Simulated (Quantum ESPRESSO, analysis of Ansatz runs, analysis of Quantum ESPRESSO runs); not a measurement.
# Local vibrational mode of the Na-H pair in ZnO (PBE) (Quantum ESPRESSO), part 2 of 2

Aim: the local vibrational mode of the Na-H pair in ZnO, to be set beside the measurement. Set-up: PBE, PseudoDojo 0.4.1 SR PBE standard, 32-site cell, PBE lattice, k: the single point 1/4 1/4 1/4. The model is a cell of 32 host atoms with Na put on another atom's site and H put in between. The frequencies come from force constants among the defect atom and its neighbours, with the masses of the isotopes named. Other potentials or another program check that the number doesn't hang on one set of files.

Quantum ESPRESSO 7.5; PBE, PseudoDojo 0.4.1 SR PBE standard, 32-site cell, PBE lattice, k: the single point 1/4 1/4 1/4.

So far. Step 2 (Relaxation, charge 0): Neighbours of the added atoms: H33: O15 0.98, Zn10 2.07, Zn13 2.19 Å.

## 3. Atom Zn5 moved by 0.015 A along x

Force constants come from the forces after small displacements. One such run is shown.

This step: Quantum ESPRESSO plane-wave DFT, PBE, PseudoDojo 0.4.1 SR PBE standard potentials; single point of a defect supercell.

Contents of pw.in:

```
&CONTROL
  calculation = 'scf'
  prefix = 'pwscf'
  outdir = './tmp'
  pseudo_dir = './pseudo'
  tprnfor = .true.
  disk_io = 'low'
/
&SYSTEM
  ibrav = 0
  nat = 33
  ntyp = 4
  ecutwfc = 88
  nbnd = 207
  occupations = 'smearing'
  smearing = 'fd'
  degauss = 0.00073499
  nosym = .true.
/
&ELECTRONS
  conv_thr = 1d-10
  electron_maxstep = 100
  mixing_beta = 0.5
/
ATOMIC_SPECIES
Zn    65.3800 Zn.upf
O     15.9990 O.upf
Na    22.9898 Na.upf
H      1.0080 H.upf
CELL_PARAMETERS angstrom
   6.5639387350    0.0000000000    0.0000000000
  -3.2819693675    5.6845377474    0.0000000000
   0.0000000000    0.0000000000   10.5563303686
ATOMIC_POSITIONS crystal
Zn     0.1631086091    0.3320199990    0.2523493917
Zn     0.3364221120    0.1649218015   -0.0007027262
[... 1 atom line left out ...]
O      0.1589644993    0.3153486446    0.4354337587
Zn     0.1523957689    0.3035615301    0.7482512526
[... 1 atom line left out ...]
O      0.3370450016    0.1696315147    0.6856429248
[... 4 atom lines left out ...]
O      0.1597160220    0.8402234187    0.4352339839
Zn     0.1494017473    0.8502488063    0.7474285769
Na     0.3335719473    0.6658390574    0.5096538544
O      0.3327719640    0.6666479140    0.7225248971
[... 7 atom lines left out ...]
O      0.8303430054    0.1688121821    0.6866896897
[... 4 atom lines left out ...]
O      0.6839985898    0.8399632973    0.4355621713
Zn     0.6955969780    0.8490003762    0.7482853641
[... 1 atom line left out ...]
O      0.8300498524    0.6624797852    0.6856314178
[... 1 atom line left out ...]
H      0.3307504683    0.6681449792    0.8152560546
K_POINTS crystal
1
0.25 0.25 0.25 1.0
```

Launch:

```
$ OMP_NUM_THREADS=1 pw.x -in pw.in > pw.out
```

Output:

```text
[banner, memory and clock lines left out]
          URL

     G-vector sticks info

     bravais-lattice index     =            0
     lattice parameter (alat)  =      12.4040  a.u.
     unit-cell volume          =    2658.0873 (a.u.)^3
     number of atoms/cell      =           33
     number of atomic types    =            4
     number of electrons       =       406.00
     number of Kohn-Sham states=          207
     kinetic-energy cutoff     =      88.0000  Ry
     charge density cutoff     =     352.0000  Ry
     scf convergence threshold =      1.0E-10
     mixing beta               =       0.5000
     number of iterations used =            8  plain     mixing
     Exchange-correlation= PBE
                           (   1   4   3   4   0   0   0)

     celldm(1)=  12.404047  celldm(2)=   0.000000  celldm(3)=   0.000000
     celldm(4)=   0.000000  celldm(5)=   0.000000  celldm(6)=   0.000000

     crystal axes: (cart. coord. in units of alat)
               a(1) = (   1.000000   0.000000   0.000000 )
               a(2) = (  -0.500000   0.866025   0.000000 )
               a(3) = (   0.000000   0.000000   1.608231 )

     reciprocal axes: (cart. coord. in units 2 pi/alat)
               b(1) = (  1.000000  0.577350 -0.000000 )
               b(2) = (  0.000000  1.154701  0.000000 )
               b(3) = (  0.000000 -0.000000  0.621801 )

     PseudoPot. # 1 for Zn read from file:
     Zn.upf
     Pseudo is Norm-conserving + core correction, Zval = 20.0
     Generated using ONCVPSP code by D. R. Hamann
     Using radial grid of 1326 points,  6 beta functions with:
                l(1) =   0
                l(2) =   0
                l(3) =   1
                l(4) =   1
                l(5) =   2
                l(6) =   2

     PseudoPot. # 2 for O  read from file:
     O.upf
     Pseudo is Norm-conserving + core correction, Zval =  6.0
     Generated using ONCVPSP code by D. R. Hamann
     Using radial grid of  936 points,  5 beta functions with:
                l(1) =   0
                l(2) =   0
                l(3) =   1
                l(4) =   1
[...]
PseudoPot. # 3 for Na read from file:
     Na.upf
     Pseudo is Norm-conserving, Zval =  9.0
     Generated using ONCVPSP code by D. R. Hamann
     Using radial grid of 1992 points,  4 beta functions with:
[...]
l(3) =   1
                l(4) =   1

     PseudoPot. # 4 for H  read from file:
     H.upf
     Pseudo is Norm-conserving, Zval =  1.0
     Generated using ONCVPSP code by D. R. Hamann
     Using radial grid of 1166 points,  3 beta functions with:
                l(1) =   0
                l(2) =   0
                l(3) =   1

     atomic species   valence    mass     pseudopotential
     Zn               20.00    65.38000     Zn( 1.00)
     O                 6.00    15.99900     O ( 1.00)
     Na                9.00    22.98980     Na( 1.00)
     H                 1.00     1.00800     H ( 1.00)

     No symmetry found

   Cartesian axes

     site n.     atom                  positions (alat units)
         1        Zn     tau(   1) = (  -0.0029014   0.2875378   0.4058361  )
         2        Zn     tau(   2) = (   0.2539612   0.1428265  -0.0011301  )
         3        O      tau(   3) = (   0.2489138   0.1456220   0.2984877  )
         4        O      tau(   4) = (   0.0012902   0.2730999   0.7002781  )
         5        Zn     tau(   5) = (   0.0006150   0.2628920   1.2033609  )
         6        Zn     tau(   6) = (   0.2500191   0.1421107   0.7850655  )
         7        O      tau(   7) = (   0.2522292   0.1469052   1.1026723  )
         8        O      tau(   8) = (   0.0015276   0.2896543   1.5076185  )
         9        Zn     tau(   9) = (  -0.2556195   0.7246374   0.4045749  )
        10        Zn     tau(  10) = (   0.0034579   0.5751835   0.0174701  )
        11        O      tau(  11) = (  -0.0019585   0.5782284   0.3096541  )
        12        O      tau(  12) = (  -0.2603957   0.7276548   0.6999568  )
        13        Zn     tau(  13) = (  -0.2757227   0.7363371   1.2020379  )
        14        Na     tau(  14) = (   0.0006524   0.5766335   0.8196412  )
        15        O      tau(  15) = (  -0.0005520   0.5773340   1.1619870  )
        16        O      tau(  16) = (  -0.2464202   0.7193375   1.5060404  )
        17        Zn     tau(  17) = (   0.4971095   0.2899346   0.3976761  )
        18        Zn     tau(  18) = (   0.7513790   0.1433066  -0.0003417  )
        19        O      tau(  19) = (   0.7473471   0.1453992   0.2996334  )
        20        O      tau(  20) = (   0.5010800   0.2877606   0.7038314  )
        21        Zn     tau(  21) = (   0.4978888   0.2896170   1.2026659  )
        22        Zn     tau(  22) = (   0.7528558   0.1420716   0.7871828  )
        23        O      tau(  23) = (   0.7459369   0.1461956   1.1043557  )
        24        O      tau(  24) = (   0.5016300   0.2874914   1.5059008  )
        25        Zn     tau(  25) = (   0.2492691   0.7240440   0.4060483  )
        26        Zn     tau(  26) = (   0.5030900   0.5742265  -0.0010575  )
        27        O      tau(  27) = (   0.4981286   0.5771425   0.2985850  )
        28        O      tau(  28) = (   0.2640169   0.7274296   0.7004846  )
[...]
estimated scf accuracy    <       2.72302841 Ry

     iteration #  3     ecut=    88.00 Ry     beta= 0.50
     Davidson diagonalization with overlap
     ethr =  6.71E-04,  avg # of iterations =  2.0

     total energy              =   -6893.92748462 Ry
     estimated scf accuracy    <       0.08074167 Ry

     iteration #  4     ecut=    88.00 Ry     beta= 0.50
     Davidson diagonalization with overlap
     ethr =  1.99E-05,  avg # of iterations =  6.0

     total energy              =   -6893.94773734 Ry
     estimated scf accuracy    <       0.03772723 Ry

     iteration #  5     ecut=    88.00 Ry     beta= 0.50
     Davidson diagonalization with overlap
     ethr =  9.29E-06,  avg # of iterations =  5.0

     total energy              =   -6893.94824025 Ry
     estimated scf accuracy    <       0.01004896 Ry

     iteration #  6     ecut=    88.00 Ry     beta= 0.50
     Davidson diagonalization with overlap
     ethr =  2.48E-06,  avg # of iterations =  2.0

     total energy              =   -6893.94894931 Ry
     estimated scf accuracy    <       0.00101437 Ry

     iteration #  7     ecut=    88.00 Ry     beta= 0.50
     Davidson diagonalization with overlap
     ethr =  2.50E-07,  avg # of iterations =  2.0

     total energy              =   -6893.94924145 Ry
     estimated scf accuracy    <       0.00005341 Ry

     iteration #  8     ecut=    88.00 Ry     beta= 0.50
     Davidson diagonalization with overlap
     ethr =  1.32E-08,  avg # of iterations =  2.0

     total energy              =   -6893.94923760 Ry
     estimated scf accuracy    <       0.00003189 Ry

     iteration #  9     ecut=    88.00 Ry     beta= 0.50
     Davidson diagonalization with overlap
     ethr =  7.85E-09,  avg # of iterations =  2.0

     total energy              =   -6893.94924291 Ry
     estimated scf accuracy    <       0.00000080 Ry

     iteration # 10     ecut=    88.00 Ry     beta= 0.50
     Davidson diagonalization with overlap
     ethr =  1.97E-10,  avg # of iterations =  4.0

     total energy              =   -6893.94924322 Ry
     estimated scf accuracy    <       0.00000049 Ry

     iteration # 11     ecut=    88.00 Ry     beta= 0.50
     Davidson diagonalization with overlap
     ethr =  1.21E-10,  avg # of iterations =  2.0

     total energy              =   -6893.94924332 Ry
     estimated scf accuracy    <       0.00000002 Ry

     iteration # 12     ecut=    88.00 Ry     beta= 0.50
     Davidson diagonalization with overlap
     ethr =  3.87E-12,  avg # of iterations =  4.0

     total energy              =   -6893.94924332 Ry
     estimated scf accuracy    <       0.00000001 Ry

     iteration # 13     ecut=    88.00 Ry     beta= 0.50
     Davidson diagonalization with overlap
     ethr =  3.27E-12,  avg # of iterations =  3.0

     total energy              =   -6893.94924332 Ry
     estimated scf accuracy    <          1.4E-09 Ry

     iteration # 14     ecut=    88.00 Ry     beta= 0.50
     Davidson diagonalization with overlap
     ethr =  3.49E-13,  avg # of iterations =  2.0

     End of self-consistent calculation

          k = 0.2500 0.4330 0.1555 ( 37033 PWs)   bands (ev):

  -115.2241-115.1992-115.1894-114.9984-114.7661-114.7002-114.6983-114.6978
  -114.4668-114.3018-114.3007-114.2999-114.1641-114.1347-114.1291 -69.4713
   -69.4435 -69.4335 -69.3806 -69.3802 -69.3631 -69.3535 -69.3515 -69.3415
   -69.1888 -69.1792 -69.1755 -68.9608 -68.9518 -68.9443 -68.8912 -68.8898
   -68.8895 -68.8880 -68.8858 -68.8822 -68.8735 -68.8731 -68.8715 -68.6536
   -68.6526 -68.6459 -68.4984 -68.4945 -68.4943 -68.4909 -68.4896 -68.4885
   -68.4735 -68.4713 -68.4704 -68.3866 -68.3608 -68.3548 -68.3417 -68.3275
   -68.3094 -68.3030 -68.3003 -68.2960 -39.8685 -11.9850 -11.8858 -11.8812
   -11.1211  -8.9273  -8.8165  -8.6519  -8.6409  -8.5013  -8.4819  -8.3579
    -8.3404  -8.2594  -8.1943  -8.0928  -8.0699  -7.5601  -7.4013  -7.3303
     1.3432   2.4903   2.5905   2.7090   2.7959   2.8362   2.8721   2.8972
     2.9403   2.9924   3.0126   3.0623   3.0772   3.1145   3.1522   3.1884
[...]
5.2022   5.3254   5.4369   5.5249   5.6293   5.7417   5.8546   5.9562
     6.0224   6.0643   6.1963   6.3452   6.4213   6.5334   6.5938   6.6737
     6.7431   6.7973   6.8195   6.9104   7.0125   7.0823   7.1266   7.1996
     7.2447   7.3293   7.4381   7.4682   7.5646   7.6534   7.7240   7.7670
     7.8395   7.9187   7.9665   8.0498   8.1536   8.2041   8.2936   8.3917
     8.4856   8.6254   8.9430  11.7551  12.7190  13.0283  13.1957

     the Fermi energy is     9.2763 ev

!    total energy              =   -6893.94924332 Ry
     estimated scf accuracy    <          8.8E-11 Ry
     smearing contrib. (-TS)   =      -0.00000000 Ry
     internal energy E=F+TS    =   -6893.94924332 Ry

     The total energy is F=E-TS. E is the sum of the following terms:
     one-electron contribution =   -4868.08155584 Ry
     hartree contribution      =    2574.58360410 Ry
     xc contribution           =    -823.74298346 Ry
     ewald contribution        =   -3776.70830813 Ry

     convergence has been achieved in  14 iterations

     Forces acting on atoms (cartesian axes, Ry/au):

     atom    1 type  1   force =     0.00010919   -0.00003089    0.00003767
     atom    2 type  1   force =     0.00005005   -0.00002919    0.00043432
     atom    3 type  2   force =     0.00003396   -0.00010918    0.00007381
     atom    4 type  2   force =     0.00018720    0.00006413    0.00009126
     atom    5 type  1   force =    -0.00782213    0.00010433   -0.00021226
     atom    6 type  1   force =     0.00009679    0.00007186   -0.00061871
     atom    7 type  2   force =     0.00316808   -0.00125621   -0.00124980
     atom    8 type  2   force =     0.00016977    0.00001841    0.00004615
     atom    9 type  1   force =     0.00016091   -0.00008965    0.00011312
     atom   10 type  1   force =     0.00002243    0.00003153    0.00038451
[...]
atom   29 type  1   force =     0.00003436    0.00094233   -0.00035767
     atom   30 type  1   force =    -0.00013688   -0.00018454    0.00001051
     atom   31 type  2   force =    -0.00004708   -0.00010343   -0.00000735
     atom   32 type  2   force =    -0.00003275   -0.00013036    0.00016198
     atom   33 type  4   force =    -0.00044730    0.00008384   -0.00008645

     Total force =     0.009641     Total SCF correction =     0.000064
```

The job ended after 6 min (1 thread of Arm Neoverse V2, shared host; peak memory 1.1 GiB).

At this level the gap is 2.81 eV on the k-mesh of the self-consistent run, which can miss the band edges.

## 4. Local vibrational modes

Analysis of the runs above: force constants by central differences of Quantum ESPRESSO plane-wave DFT, PBE, PseudoDojo 0.4.1 SR PBE standard potentials forces among the atoms nearest to a defect, the others at rest.

The modes with the largest weight on the probed atoms (the light atom of a pair), for the masses of each isotope. Modes of the displaced atoms (local only where they lie over the host's phonons):

| isotopes | mode (cm⁻¹) | share of the defect atoms |
| --- | --- | --- |
| H | 3457 | 0.943 |
| H | 793.3 | 0.974 |
| H | 748.2 | 0.965 |
| D | 2515 | 0.891 |
| D | 569.3 | 0.935 |
| D | 539 | 0.922 |

## 5. Summary of results

| Property | Result |
| --- | --- |
| distance from the defect atom to its nearest neighbour | 0.979 Å |
| O-H stretch, 1H | 3457 cm⁻¹ |

In words: O-H stretch, 1H: computed 3457 cm⁻¹, measured 3304 cm⁻¹; 153 cm⁻¹ (5 %) above the measurement. The computed value is harmonic, while the measured line is the anharmonic fundamental, which for X–H stretches usually lies a few per cent lower. Only the named neighbours move, so modes near the host's band are approximate. Limits: the periodic copies of the defect are only 6.6 Å apart.

[Logs are printed without paths, hosts, clocks, repeated set-up lines and the standing remarks that a program may print on its own settings, such as how far it seeks lower states.]

[Hosts, paths, dates, database ids (printed as entryN), source tags and the programs' standing remarks are cut or masked in the printed files.]

[For some hosts the program warned that the k-mesh of the response run may be too coarse for force constants and the static dielectric constant; such warnings are not shown here.]
